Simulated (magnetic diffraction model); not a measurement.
# Solving a magnetic structure from powder neutron data: PrDyRh

Space group P-62m (no. 189), a = 7.7760 Å, c = 4.1160 Å.

```
site  atom    x       y    z
  3f    Dy    0  0.5940    0
  3g    Pr    0  0.2673  1/2
  2d    Rh  1/3     2/3  1/2
  1a    Rh    0       0    0
```

This is a made-up structure (elements placed in a structure type, unrelaxed), so the numbers test the method and describe no known phase.

Only Dy and Pr are taken to order (form factors of Dy3+ and Pr3+); orders and moment sizes are assumed, and not adapted to the symmetry. Radiation: neutrons of λ = 2.41 Å (absorption by Dy left out), 2° to 75°; isotropic B of 0.19 Å² (Dy), 0.24 Å² (Pr) and 0.24 Å² (Rh). The intensities are simulated: I ∝ L Σ (|F_N|² + |F_M⊥|²) for unpolarised neutrons, with F_M = 2.695 fm/μB × Σ f(s) S exp(2πi Q·r) exp(−B s²) at Q = H ± k (one set where k and −k are equivalent), only the part normal to Q counting and L = 1/(sin²θ cos θ). For a modulated order the moment at position r is S exp(−2πi k·r) + c.c., with S = m/2 for a sine wave of amplitude m and S = m(u + iv)/2 for moments turning in a plane, u and v being orthogonal unit vectors in it; the phase factor of the sum at Q = H + k is then exp(2πi H·r). Form factors are spin-only for 3d ions and dipole or tabulated for f ions, scattering lengths are Sears's of 1992, and absorption is left out. A label names one of the reflections at its angle. The strongest nuclear line in the range is 100, and lines under 0.2 are left out.

Above the ordering temperature:

| 2θ (°) | index | I |
| --- | --- | --- |
| 20.62 | (1 0 0) | 6.1 |
| 34.05 | (0 0 1) | 13.2 |
| 36.11 | (1 1 0) | 25.1 |
| 40.13 | (1 0 1) | 0.6 |
| 41.94 | (2 0 0) | 18.0 |
| 50.47 | (1 1 1) | 100.0 |
| 55.08 | (2 0 1) | 73.6 |
| 56.51 | (2 1 0) | 33.6 |
| 64.93 | (3 0 0) | 32.3 |
| 67.65 | (2 1 1) | 17.6 |
| 71.68 | (0 0 2) | 26.6 |

Below it (cell unchanged):

```tsv
2θ (°)	I
4.10	53.5
16.46	28.4
18.88	50.6
20.62	6.1
22.99	33.8
24.80	12.3
32.46	14.3
34.05	13.2
34.31	12.3
36.11	25.1
36.36	4.6
37.58	6.2
38.04	9.8
39.21	51.9
39.92	15.5
40.13	0.6
41.48	44.0
41.94	18.0
42.58	7.0
44.30	5.0
46.37	3.9
47.75	10.2
50.47	100.0
50.66	3.1
51.60	9.6
52.18	2.8
53.10	6.2
53.45	19.4
55.08	73.6
55.81	7.6
56.51	33.6
57.03	10.0
57.56	7.1
58.76	6.8
60.13	5.8
60.98	2.0
```
(The table stops after 36 lines; 17 more lie at higher angle.)

**Question.** Check that the new lines index with k = (0 1/5 0), then choose among these models:
A. moments turning in the plane of [010] and [100], 8.9 μB on Dy and 3.1 μB on Pr; signs + at (0, 0.5940, 0), − at (0.4060, 0.4060, 0), − at (0.5940, 0, 0), − at (0, 0.2673, 1/2), + at (0.7327, 0.7327, 1/2), + at (0.2673, 0, 1/2)
B. a sine wave with moments along [001] (amplitudes given), 8.9 μB on Dy and 3.1 μB on Pr; signs + at (0, 0.5940, 0), − at (0.4060, 0.4060, 0), − at (0.5940, 0, 0), − at (0, 0.2673, 1/2), + at (0.7327, 0.7327, 1/2), + at (0.2673, 0, 1/2)
C. a sine wave with moments along [010] (amplitudes given), 8.9 μB on Dy and 3.1 μB on Pr; signs + at (0, 0.5940, 0), − at (0.4060, 0.4060, 0), − at (0.5940, 0, 0), − at (0, 0.2673, 1/2), + at (0.7327, 0.7327, 1/2), + at (0.2673, 0, 1/2)
D. a sine wave with moments along [100] (amplitudes given), 8.9 μB on Dy and 3.1 μB on Pr; signs + at (0, 0.5940, 0), − at (0.4060, 0.4060, 0), − at (0.5940, 0, 0), − at (0, 0.2673, 1/2), + at (0.7327, 0.7327, 1/2), + at (0.2673, 0, 1/2)

The new lines index as (0 1/5 0) at 4.10°, (0 4/5 0) at 16.46°, (1 -1/5 0) at 18.88° and (1 1/5 0) at 22.99°, that is as H ± k with k = (0 1/5 0), one of 3 inequivalent arms of its star (k and −k counted as one), which a powder can't tell apart. Satellites come in pairs about each point of the reciprocal lattice.

Magnetic intensity, observed (below minus above) and for each model:

| 2θ (°) | index | observed | A | B | C | D |
| --- | --- | --- | --- | --- | --- | --- |
| 4.10 | (0 1/5 0) | 53.5 | 53.5 | 53.5 | 13.4 | 53.5 |
| 16.46 | (0 4/5 0) | 28.4 | 28.4 | 28.4 | 7.1 | 28.4 |
| 18.88 | (1 -1/5 0) | 50.6 | 50.6 | 50.6 | 37.3 | 5.4 |
| 22.99 | (1 1/5 0) | 33.8 | 33.8 | 33.8 | 20.8 | 13.4 |
| 32.46 | (1 4/5 0) | 14.3 | 14.3 | 14.3 | 2.4 | 9.9 |
| 34.31 | (0 1/5 1) | 12.3 | 12.3 | <0.2 | 6.1 | 6.2 |
| 39.21 | (1 -1/5 1) | 51.9 | 51.9 | 7.0 | 28.5 | 23.2 |
| 41.48 | (1 1/5 1) | 44.0 | 44.0 | 8.3 | 24.7 | 21.1 |

Model A matches.

The structure used: k = (0 1/5 0), moments turning in the plane of [010] and [100], 8.9 μB on Dy and 3.1 μB on Pr; signs + at (0, 0.5940, 0), − at (0.4060, 0.4060, 0), − at (0.5940, 0, 0), − at (0, 0.2673, 1/2), + at (0.7327, 0.7327, 1/2), + at (0.2673, 0, 1/2).

[Logs are printed without paths, hosts, clocks, repeated set-up lines and the standing remarks that a program may print on its own settings, such as how far it seeks lower states.]
